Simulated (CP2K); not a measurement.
Consider hypochlorous acid at its PBE geometry (Å).

```xyz
3

O    -0.2048    0.5597    0.0000
Cl    1.1541   -0.4840    0.0000
H    -0.9493   -0.0756    0.0000
```

Method: CP2K XAS_TDP, all-electron GAPW, PBEh(45%), aug-pc-2, TDA, ZORA, spin–orbit coupling.

Where do the Cl L₂,₃-edge lines lie, and how strong are they?

Leading lines: Cl2 196.75 eV. The leading line of an atom is its first one with 35 % of the strongest within 2.5 eV of its lowest line over the strength cut. 

The first six lines of each atom with a strength over 0.0003:

```csv
atom,energy (eV),states,"strength, one atom"
Cl2 (bonded to O),196.75,2,0.0069
,198.26,2,0.0052
,199.03,1,0.0005
,202.32,2,0.0015
,202.50,2,0.0011
,202.52,1,0.0018
```

Lines are vertical, at one geometry, with no vibrational structure. Without a correction of the core level, line positions, and the gaps between valence and Rydberg lines, follow the share of exact exchange. Rydberg lines, and the discretised continuum above threshold, depend on the basis and the box.

[Banner, clock and machine lines of the logs are left out without a mark of their own.]

[Logs are printed without paths, hosts, clocks, repeated set-up lines and the standing remarks that a program may print on its own settings, such as how far it seeks lower states.]

[Hosts, paths, dates, database ids (printed as entryN), source tags and the programs' standing remarks are cut or masked in the printed files.]
